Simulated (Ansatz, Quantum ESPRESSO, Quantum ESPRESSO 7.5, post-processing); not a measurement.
## Ballistic transmission: Cu(111) with one reversed stacking step (an intrinsic fault)

How well does the junction conduct in the ballistic limit? It is: Cu(111) with one reversed stacking step (an intrinsic fault).

Main program and level: Quantum ESPRESSO 7.5; plane-wave DFT, PBE, GBRV ultrasoft pseudopotentials (cross-check by Ansatz 0.2.0 with PAW datasets).

## (1) The starting structure

The cell holds 14 atoms: 14 Cu. Cell: a = 2.574 Å, b = 2.574 Å, c = 29.422 Å, α = 90.0°, β = 90.0°, γ = 60.0°. It derives from Cu. Regions: left lead, 6 atoms (6 Cu); channel, 2 atoms (2 Cu); right lead, 6 atoms (6 Cu). The structure is stacked along c, and the current runs across the ab planes.

## (2) SCF with pw.x

One periodic cell holds a stretch of lead, the junction and more lead; the atoms stay as built.

Contents of scf.in:

```
&control
  prefix = 'scf'
  outdir = './out'
  pseudo_dir = './pseudo'
  calculation = 'scf'
  tprnfor = .true.
/
&system
  ibrav = 0
  nat = 14
  ntyp = 1
  ecutwfc = 40
  ecutrho = 200
  occupations = 'smearing'
  smearing = 'mv'
  degauss = 0.01
/
&electrons
  conv_thr = 1e-07
  mixing_beta = 0.25
  electron_maxstep = 120
  mixing_mode = 'local-TF'
/
ATOMIC_SPECIES
  Cu  63.5460  cu_pbe_v1.2.uspp.F.UPF
CELL_PARAMETERS angstrom
  2.57386868351903 0.00000000000000 0.00000000000000
  1.28693434175952 2.22903566593269 0.00000000000000
  0.00000000000000 0.00000000000000 29.42176971790333
ATOMIC_POSITIONS crystal
  Cu  0.000000000000 0.000000000000 0.000000000000
  Cu  0.333333333000 0.333333333000 0.071428571429
  Cu  0.666666667000 0.666666667000 0.142857142857
  Cu  0.000000000000 0.000000000000 0.214285714286
  Cu  0.333333333000 0.333333333000 0.285714285714
  Cu  0.666666667000 0.666666667000 0.357142857143
  Cu  0.333333333000 0.333333333000 0.428571428571
  Cu  0.666666667000 0.666666667000 0.500000000000
  Cu  0.000000000000 0.000000000000 0.571428571429
  Cu  0.333333333000 0.333333333000 0.642857142857
  Cu  0.666666667000 0.666666667000 0.714285714286
  Cu  0.000000000000 0.000000000000 0.785714285714
  Cu  0.333333333000 0.333333333000 0.857142857143
  Cu  0.666666667000 0.666666667000 0.928571428571
K_POINTS automatic
  11 11 1 0 0 0
```

Command:

```bash
OMP_NUM_THREADS=1 mpirun -n 8 pw.x -nk 8 -in scf.in > scf.out
```

Then come: the open system; the open system, with nz1 = 11; the same in Ansatz; all levels side by side; worked from the printed numbers. Settings of the main run: cutoff 40 Ry, smearing, Marzari-Vanderbilt smearing, smearing width 0.01 Ry, SCF threshold 1.00e-7 Ry, gbrv-pbe-1.5 potentials, 11×11×1 k-mesh.

What does the calculation give for the conductance from T at the Fermi level, a cell (G₀ = 2e²/h)?

The junction conducts 0.855 G₀ a cell at the Fermi level (PBE, GBRV ultrasoft). At the Fermi level the junction passes 96 % of what the leads offer, nearly all. At the Fermi level pwcond and Ansatz differ by 0.18 %, a close match.

```
conductance from T at the Fermi level, a cell (G₀ = 2e²/h) : 0.855 G₀
conductance per area                                       : 1155 S/μm²
lead channels per spin                                     : 0.89
the same conductance by Ansatz                             : 0.857 G₀
```

The mean rests on 10 distinct points, the heaviest weighing 0.19, and the mesh was not tested, so even the second digit is unsure. Over -0.4 to 0.4 eV, T lies between 0.61 and 0.88 per spin. The geometry is as built, not relaxed, and the leads are short.

[Logs are printed without paths, hosts, clocks, repeated set-up lines and the standing remarks that a program may print on its own settings, such as how far it seeks lower states.]

[Hosts, paths, dates, database ids (printed as entryN), source tags and the programs' standing remarks are cut or masked in the printed files.]

[Maps of the electrostatic potential energy from Ansatz leave out the sawtooth potential of an applied field or a dipole correction, so their vacuum need not be flat; planar profiles and work functions include it.]
